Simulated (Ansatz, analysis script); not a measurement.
**Linear Re chain, spacing 2.823 Å: spin spirals and exchange**

Does a spiral lie below the collinear start of a linear Re chain, spacing 2.823 Å, and how stiff are the moments?

Program: Ansatz 0.2.0. Level of theory: LDA, PAW set soft_1 (files made for PBE). Results are calculated unless marked as measured.

Most raw output is cut from this account.

## 1. The structure

The cell holds 1 atom: 1 Re. Its edges and angles: a = 12.000 Å, b = 12.000 Å, c = 2.823 Å, α = 90.0°, β = 90.0°, γ = 90.0°. An idealised lattice of chosen spacing, in vacuum. Vacuum lies along a and b. The structure's axis is c.

## 2. Starting state

The work starts on two spin channels, which tell the size of the moments.

File input.yaml:

```yaml
crystal:
  lattice:
    - [12.0, 0.0, 0.0]
    - [0.0, 12.0, 0.0]
    - [0.0, 0.0, 2.823]
  atoms:
    - { symbol: Re, position: [0.5, 0.5, 0.0], spin: 1.0 }
magnetization:
  spin_polarized: true
kpoints:
  mp_grid: { grid: [1, 1, 7] }
hamiltonian:
  xc: lda
  pseudopotentials: { kind: paw, azcp: { folder: soft_1 }, xc_functional: pbe }
scf:
  occupations: { method: fermi_dirac, width: 0.1 }
  max_iter: 120
  convergence: { dr2_threshold: 1.0e-08 }
  lower_state_search: "off"
output:
  write_density: true
  write_potential: true
  elf: true
  volumetric_format: npy
```

Started as:

```bash
$ ansatz run input.yaml --threads 4 --pin off --max-ram 8192MiB --backend cpu --events-out ev --progress --plain --runs-dir out
```

The job ended after 2 s (4 threads of Arm Neoverse V2, shared host; peak memory 0.47 GiB; 6.7 s of CPU time).

Spin moment in the atom's sphere by atom:

```
atom  spin moment in the atom's sphere (μB)
 Re1                                   2.60
```

The run ends ferromagnetic, with a net moment of 3.55 μB a cell. With one Re atom carrying the moment, parallel order of its images is forced by the cell, not found.

Spin density in the ca plane at fractional y = 0.500, with atoms of Re within 0.2 Å of it.

Ten even steps from '_' (0.00 e/Å³) to '@' (0.72 e/Å³), each cell a mean:
```
______________________________
______________________________
______________________________
______________________________
______________________________
______________________________
______________________________
______________________________
______________________________
----::..________________..::--
@@%%**--::..________..::--**%%
********==::________::==******
%%##**++--..________..--++**##
%%##++--..____________..--++##
......____________________....
______________________________
______________________________
______________________________
______________________________
______________________________
______________________________
______________________________
______________________________
______________________________
```
Columns run along c (2.8 Å), rows up along a (12.0 Å). Atoms in or near the plane, at fractional coordinates: Re at (0.00, 0.50).

Valence density in the ca plane at fractional y = 0.500, with atoms of Re within 0.2 Å of it. It is the smooth field of the valence electrons, not physical close to the nuclei.

Ten steps, logarithmic in the rise over the least value, from '0' (0.0 e/Å³) to '9' (6.9 e/Å³), each cell a mean:
```
000000000000000
000000000000000
000000000000000
000000000000000
000000000000000
000000000000000
000000000000000
000000000000000
111111100111111
443322222222334
887654333345678
999875444457899
999865433456899
766543322334566
222221111112222
100000000000000
000000000000000
000000000000000
000000000000000
000000000000000
000000000000000
000000000000000
000000000000000
000000000000000
```
Columns run along c (2.8 Å), rows up along a (12.0 Å). Atoms in or near the plane, at fractional coordinates: Re at (0.00, 0.50).

ELF in the ca plane at fractional y = 0.500, with atoms of Re within 0.2 Å of it. It is the smooth field of the valence electrons, not physical close to the nuclei.

Ten even steps from '_' (0.00) to '@' (0.70), each cell a mean:
```
______________________________
______________________________
______________________________
______________________________
______________________________
______________________________
........________________......
----::::::::::....::::::::::--
++++========================++
++++++====++++****++++====++++
@@@@%%**++==++****++==++**%%@@
##%%@@@@##====++++====##@@@@%%
%%@@@@@@**====++++====**@@@@@@
%%##**++====++****++====++**##
++++++====++++++++++++====++++
========----------------======
::::::....................::::
______________________________
______________________________
______________________________
______________________________
______________________________
______________________________
______________________________
```
Columns run along c (2.8 Å), rows up along a (12.0 Å). Atoms in or near the plane, at fractional coordinates: Re at (0.00, 0.50).

## 3. Denser mesh

Levels at the Fermi energy are partly filled, so moments and energy differences can hang on the k-mesh, and the state is solved again on a denser one.

input.yaml, the sections that differ from step 2:

```yaml
crystal:
  lattice:
    - [12.0, 0.0, 0.0]
    - [0.0, 12.0, 0.0]
    - [0.0, 0.0, 2.823]
  atoms:
    - { symbol: Re, position: [0.5, 0.5, 0.0], spin: 2.6 }
kpoints:
  mp_grid: { grid: [1, 1, 38] }
basis:
  ecutwfc: 420.0
checkpoint:
  read: start
  write: ck
  compress: false
  write_wavefunctions: false
  write_every: 100000
# magnetization, hamiltonian, scf: as in step 2
# output: removed
```

The job ended after 3.4 s (4 threads; peak memory 0.62 GiB).

Spin moment in the atom's sphere by atom:

```
atom  spin moment in the atom's sphere (μB)
 Re1                                   2.41
```

The run ends ferromagnetic, with a net moment of 3.30 μB a cell, against 3.55 μB on the first mesh.

Each spiral starts from these moments, tilted 90° from the rotation axis z (a flat spiral); sizes are free, while the program holds flat spirals in their plane. Spin–orbit coupling is switched off, so the energy does not depend on how the axis lies in the crystal. The folder named start holds the saved collinear state, from which each run begins.

The runs on spinors take the mesh 1×1×40.

## 4. q = (0, 0, 0)

The reference is the same input at q = 0, so that basis and exchange-correlation form match those at other q. Every q is chosen so that q/2 is a mesh vector: every spiral then samples the k-points of q = 0, and much mesh noise cancels.

input.yaml, the sections that differ from step 3:

```yaml
crystal:
  lattice:
    - [12.0, 0.0, 0.0]
    - [0.0, 12.0, 0.0]
    - [0.0, 0.0, 2.823]
  atoms:
    - { symbol: Re, position: [0.5, 0.5, 0.0], spin: 2.41, spin_axis: [1.0, 0.0, 0.0] }
kpoints:
  mp_grid: { grid: [1, 1, 40] }
magnetization:
  noncollinear: true
  spin_spiral: { q: [0.0, 0.0, 0.0] }
checkpoint:
  read: start
# hamiltonian, scf, basis: as in step 3
```

Started as:

```bash
$ ansatz run input.yaml --threads 2 --pin off --max-ram 4096MiB --backend cpu --events-out ev --progress --plain --runs-dir out
```

It took 20 s on 2 threads; peak memory 1 GiB.

The largest moment is 2.41 μB, against 2.41 μB in the collinear run.

## 5. q = (0, 0, 0.05)

Only q changes. The cell stays that of the crystal, since the generalised Bloch theorem carries the rotation from cell to cell.

Changes to input.yaml since step 4:

```diff
@@ -21,3 +21,3 @@
   noncollinear: true
-  spin_spiral: { q: [0.0, 0.0, 0.0] }
+  spin_spiral: { q: [0.0, 0.0, 0.05] }
 checkpoint:
```

Elapsed: 20 s, on 2 threads; peak memory 1 GiB.

The energy of the cell lies 3.21 meV below that at q = 0, and the largest moment is 2.41 μB against 2.41 μB.

## 6. q = (0, 0, 0.1)

Changes to input.yaml since step 5:

```diff
@@ -21,3 +21,3 @@
   noncollinear: true
-  spin_spiral: { q: [0.0, 0.0, 0.05] }
+  spin_spiral: { q: [0.0, 0.0, 0.1] }
 checkpoint:
```

The job ended after 19 s (2 threads; peak memory 1 GiB).

The energy of the cell lies 14.2 meV below that at q = 0, and the largest moment is 2.42 μB against 2.41 μB.

## 7. q = (0, 0, 0.3)

Changes to input.yaml since step 6:

```diff
@@ -21,3 +21,3 @@
   noncollinear: true
-  spin_spiral: { q: [0.0, 0.0, 0.1] }
+  spin_spiral: { q: [0.0, 0.0, 0.3] }
 checkpoint:
```

It took 22 s on 2 threads; peak memory 1 GiB; 44 s of CPU time.

The energy of the cell lies 167 meV below that at q = 0, and the largest moment is 2.76 μB against 2.41 μB.

## 8. q = (0, 0, 0.5)

Changes to input.yaml since step 7:

```diff
@@ -21,3 +21,3 @@
   noncollinear: true
-  spin_spiral: { q: [0.0, 0.0, 0.3] }
+  spin_spiral: { q: [0.0, 0.0, 0.5] }
 checkpoint:
```

Elapsed: 23 s, on 2 threads; peak memory 1.1 GiB; 45 s of CPU time.

The energy of the cell lies 200 meV below that at q = 0, and the largest moment is 2.72 μB against 2.41 μB.

6 more runs differ from these in the same keys alone and are tabled below.

## 9. Analysis

```
q (reciprocal lattice)  path length (1/Å)  E(q) − E(0) (meV a magnetic atom)  |m| Re no. 1 (μB)
             (0, 0, 0)              0.000                               0.00               2.41
          (0, 0, 0.05)              0.111                              -3.21               2.41
           (0, 0, 0.1)              0.223                             -14.22               2.42
          (0, 0, 0.15)              0.334                             -32.53               2.45
           (0, 0, 0.2)              0.445                             -59.98               2.53
          (0, 0, 0.25)              0.556                            -105.30               2.69
           (0, 0, 0.3)              0.668                            -166.54               2.76
          (0, 0, 0.35)              0.779                            -208.59               2.75
           (0, 0, 0.4)              0.890                            -219.65               2.74
          (0, 0, 0.45)              1.002                            -207.53               2.73
           (0, 0, 0.5)              1.113                            -200.48               2.72
```

## 10. Outcome

* lowest point of the path: q = (0, 0, 0.4), -220 meV a magnetic atom from q = 0
* highest point: 0 meV a magnetic atom

**Reading.** The state at q = (0, 0, 0.4) lies 220 meV a magnetic atom below the ferromagnetic start, so that start is not the lowest state. The moments change by at most 15 % from their size at q = 0, a modest change. No spin model is given, since a fit of a few shells misses single points by over 4 % of their range. The 11 spiral runs took 3.8 min of wall time, added up. Energies are free energies at a smearing of 0.1 eV, and with partly filled levels differences shift, at times strongly, as the smearing goes to zero. The cell was taken as built, with atoms unrelaxed. In doubt: the program's search for lower states was switched off, so a lower magnetic state than those reached may exist.

[Logs and program files are shortened in this print: banners, set-up blocks, solver, clock and traceback lines can be left out without a mark of their own.]

[Logs are printed without paths, hosts, clocks, repeated set-up lines and the standing remarks that a program may print on its own settings, such as how far it seeks lower states.]

[Hosts, paths, dates, database ids (printed as entryN), source tags and the programs' standing remarks are cut or masked in the printed files.]
